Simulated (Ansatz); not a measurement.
# A hypothetical structure for NiPbS3, part 2 of 2

This structure for NiPbS3 is made up. Its elements were placed in a known structure type with a cell scaled to their sizes. What cell does the guess relax to, and how far off was it?

Ansatz 0.2.0; DFT, PBEsol, plane-wave PAW, files of the set soft_1, scalar-relativistic, ferromagnetic start, cell and ions relaxed at zero pressure; PAW set soft_1 (the session's first sound run).

So far: Starting point; Relaxation of the guess. The relaxed cell has a = 4.511 Å (conventional setting).

**3. Bands of the relaxed cell**

With the geometry fixed, one more self-consistent run, with a narrower smearing and the mesh shown in its input, gives the bands, and its pressure, and its forces where symmetry allows any, show how far the geometry depends on these settings.

This step: DFT, PBEsol, plane-wave PAW, files of the set soft_1, scalar-relativistic, no spin, bands and density of states at the relaxed cell; PAW set soft_1 (Ansatz 0.2.0).

Input file input.yaml:

```yaml
crystal:
  lattice:
    - [4.5106018771, 0.0, 0.0]
    - [0.0, 4.5106018771, 0.0]
    - [0.0, 0.0, 4.5106018771]
  atoms:
    - { symbol: Pb, position: [0.0, 0.0, 0.0] }
    - { symbol: Ni, position: [0.5, 0.5, 0.5] }
    - { symbol: S, position: [0.5, 0.5, 0.0] }
    - { symbol: S, position: [0.0, 0.5, 0.5] }
    - { symbol: S, position: [0.5, 0.0, 0.5] }
kpoints:
  mp_grid: { grid: [8, 8, 8] }
  band_path:
    path:
      - [[0.0, 0.0, 0.0], [0.0, 0.5, 0.0], [0.5, 0.5, 0.0], [0.0, 0.0, 0.0], [0.5, 0.5, 0.5], [0.0, 0.5, 0.0]]
      - [[0.5, 0.5, 0.0], [0.5, 0.5, 0.5]]
    npoints: 13
scf:
  occupations: { method: fermi_dirac, width: 0.03 }
  n_extra_bands: 9
hamiltonian:
  xc: pbesol
  pseudopotentials: { kind: paw, azcp: { folder: soft_1 }, xc_functional: pbe }
output:
  forces: true
  stress: true
  write_bands: true
  dos: { projected: true }
  write_density: true
  write_potential: true
  elf: true
  volumetric_format: npy
```

On the command line:

```console
$ ansatz run input.yaml --threads 4 --pin off --max-ram 8192MiB --backend cpu --events-out ev --progress --plain --runs-dir out
```

Numbers of over 12 decimals in the logs are rounded to 6 here.

Log:

```text
[...]
Crystal: 5 atoms, lattice volume = 91.771 Å³
Basis set: ecut = 420 eV, 1791 PW (Γ), exchange–correlation on 64×64×64 points (8 copies of the dense FFT grid, shifted against one another)
Bands: 34, of which v1, the nominal top of the filled ones, is band 25 counted from 1 (24 counted from 0)
Symmetry: 48 space group operations
[...]
k-points: 35 of 512
[...]
SCF iter   1: F=—  HF=-20223.269717 eV  |F-HF|=—  |Δ(HF+E_count)|=         —  Δρ=2.08e-1  dr2=3.83e1  ethr=3.10e-3  ⟨swp⟩=8.5  Hψ=6343  notcnv=0
[...]
SCF iter  15: F=-20217.119062 eV  HF=-20217.119062 eV  |F-HF|=1.29e-9  |Δ(HF+E_count)|=   8.86e-9  Δρ=1.91e-6  dr2=3.95e-9  ethr=2.00e-10  ⟨swp⟩=18.7  Hψ=10397  notcnv=0
SCF 1 converged in 15 iterations: F = -20217.119062 eV  dr2 = 3.95e-9
[...]
NSCF: frozen V_eff on 80 k-points
SCF converged after 15 iterations
Free energy (F): -20217.119062 eV
[...]
Internal energy: -20217.105179 eV  (E = F + TS)
E sigma→0 (E₀):  -20217.112121 eV
Entropy (-TS):   -0.013884 eV (-2.777 meV/atom)
Fermi energy:    9.589324 eV
[...]
--- Stress (GPa, compression-positive) ---
        0.123017      -0.000000       0.000000
        0.000000       0.123017       0.000000
        0.000000       0.000000       0.123017
  P = ⅓ Tr σ = 0.1230 GPa (1.230 kbar)
--- Band table (eV; the first three rows and the last of 35) ---
  k-point 0: bands = [... 21 lower, 8.5329, 8.5329, 8.5329, 9.0352, 9.0352, 9.0352, 13.5438, 15.1534, ... 5 higher]
  k-point 1: bands = [... 21 lower, 8.4264, 8.6491, 8.6491, 9.0315, 9.0315, 9.1577, 13.8055, 14.4089, ... 5 higher]
  k-point 2: bands = [... 21 lower, 8.2086, 8.8451, 8.8451, 9.0460, 9.0460, 9.3016, 13.0746, 14.0980, ... 5 higher]
  k-point 34: bands = [... 21 lower, 8.4603, 10.2942, 10.2942, 10.2942, 12.7322, 12.7322, 15.5492, 15.5492, ... 5 higher]
```

The job ended after 4.9 s (4 threads of Arm Neoverse V1, shared host; peak memory 0.52 GiB).

This step gave:

| Item | Value |
| --- | --- |
| free energy | -20217.1191 eV |
| energy at zero smearing | -20217.1121 eV |
| smearing term TS | 0.01388 eV |
| Fermi energy | 9.589 eV |
| pressure | 0.1230 GPa |

bands.tsv at the labelled points (eV, zero at the Fermi level; the bands that come nearest the Fermi level along the path):

```tsv
point	band 22	band 23	band 24	band 25	band 26	band 27	band 28	band 29
Γ	-1.06	-1.06	-1.06	-0.55	-0.55	-0.55	3.95	5.56
X	-0.66	-0.66	-0.57	-0.37	-0.37	-0.22	1.90	3.83
M	-0.89	-0.29	-0.29	-0.29	0.72	1.67	3.08	4.23
Γ	-1.06	-1.06	-1.06	-0.55	-0.55	-0.55	3.95	5.56
R	-1.13	0.70	0.70	0.70	3.14	3.14	5.96	5.96
X	-0.66	-0.66	-0.57	-0.37	-0.37	-0.22	1.90	3.83
M	-0.89	-0.29	-0.29	-0.29	0.72	1.67	3.08	4.23
R	-1.13	0.70	0.70	0.70	3.14	3.14	5.96	5.96
```

States per cell as run, both spins, in windows of 1 eV, from dos.tsv (zero at the Fermi level): Near the top, bands beyond those computed are missing, so counts there can be too low.

```
from  to  total
  -8  -7   1.81
  -7  -6   0.37
  -6  -5   1.28
  -5  -4   4.95
  -4  -3   3.54
  -3  -2   2.31
  -2  -1   4.60
  -1   0   7.06
   0   1   2.34
   1   2   0.96
   2   3   2.08
   3   4   1.40
   4   5   2.76
   5   6   0.69
```

Below -8 eV lie 24.2 more states.

Valence density in the ac plane at fractional y = 0.500, with atoms of Ni and S within 0.2 Å of it. It is the smooth field of the valence electrons, not physical close to the nuclei.

Ten steps, logarithmic in the rise over the least value, from '0' (0 e/Å³) to '9' (44 e/Å³), each cell a mean:
```
00001221221000
00001222210000
00000112110000
11000111100001
22100133210112
22211367521122
12212599731221
12211489631122
22111245311122
11100112100011
00000111100000
00001122210000
00001222221000
00001211221000
```
Columns run along a (4.5 Å), rows up along c (4.5 Å). Atoms in or near the plane, at fractional coordinates: Ni at (0.50, 0.50), S at (0.50, 0.00), S at (0.00, 0.50).

ELF in the ac plane at fractional y = 0.500, with atoms of Ni and S within 0.2 Å of it. It is the smooth field of the valence electrons, not physical close to the nuclei.

Ten even steps from '_' (0.02) to '@' (0.95), each cell a mean:
```
____..**%%%%--..++%%%%==..__
......--##%%##**##%%**::__..
++--....==**######++--..::==
%%##==::..::::::::::..--**%%
%%%%##--............::++%%%%
--**%%++..::++**==..::####++
__--%%**::--%%@@**..::##**..
..==%%++..::##%%++..::####--
##%%%%==....::--::..::**%%%%
%%%%**::......::......==##%%
**++::..::==++**++--::..--**
::....::**%%%%%%%%##==......
____..++%%%%==--**%%##--..__
____::**%%##..__--%%%%++..__
```
Columns run along a (4.5 Å), rows up along c (4.5 Å). Atoms in or near the plane, at fractional coordinates: Ni at (0.50, 0.50), S at (0.50, 0.00), S at (0.00, 0.50).

Electrostatic potential energy in the ac plane at fractional y = 0.500, with atoms of Ni and S within 0.2 Å of it. With pseudopotentials it is smooth inside the atoms' cores, unlike the true potential.

Ten even steps from '_' (-32 eV) to '@' (14 eV), each cell a mean:
```
@@@@@@@@##..______==%%@@@@@@
@@@@@@@@%%++....--**@@@@@@@@
@@@@@@@@@@%%****##%%@@@@@@@@
%%%%@@@@@@%%####%%@@@@@@@@%%
--++##@@%%**====++##@@%%**==
____==%%##==++##==++%%##--__
::__::##**==@@@@##==##**..__
____--##**==##@@++==##**..__
..--**%%%%++======**%%%%++..
**##%%@@@@%%****##%%@@@@%%##
@@@@@@@@@@%%####%%@@@@@@@@@@
@@@@@@@@%%**--::==##@@@@@@@@
@@@@@@@@##--______++%%@@@@@@
@@@@@@@@**..__::__--%%@@@@@@
```
Columns run along a (4.5 Å; values clipped at the 3rd and 97th percentile), rows up along c (4.5 Å). Atoms in or near the plane, at fractional coordinates: Ni at (0.50, 0.50), S at (0.50, 0.00), S at (0.00, 0.50).

**4. Outcome**

| Property | Result |
| --- | --- |
| space group, relaxed | Pm-3m |
| conventional cell | a = 4.511, b = 4.511, c = 4.511 Å; α = 90.0°, β = 90.0°, γ = 90.0° |
| volume per atom | 18.35 Å³ (guess 22.30) |
| total moment | 0.00 μB in the cell of 5 atoms |

**Reading.** NiPbS3 relaxes to Pm-3m with a = 4.511, b = 4.511 and c = 4.511 Å. The guessed volume was 21 % too large. The space group Pm-3m was held in the relaxation, so the end point is a stationary structure within it and may be a saddle against distortions or other arrangements. The moments died out from this one start and weren't seeded again at the relaxed cell. Bands cross the Fermi level, so it is a metal or semimetal at this level. On the 8×8×8 mesh with the narrower smearing (relaxed on 6×6×6) the forces vanish, as symmetry may demand, and the largest stress component is 0.123 GPa, against the relaxation's thresholds of 0.015 eV/Å and 0.05 GPa. The cutoff wasn't tested. Spin-orbit coupling is left out, which can matter for elements this heavy. No dispersion term is used, so weakly bound directions may come out too long. Nothing here tests whether the compound is stable against decomposition.

[Logs are printed without paths, hosts, clocks, repeated set-up lines and the standing remarks that a program may print on its own settings, such as how far it seeks lower states.]

[Hosts, paths, dates, database ids (printed as entryN), source tags and the programs' standing remarks are cut or masked in the printed files.]
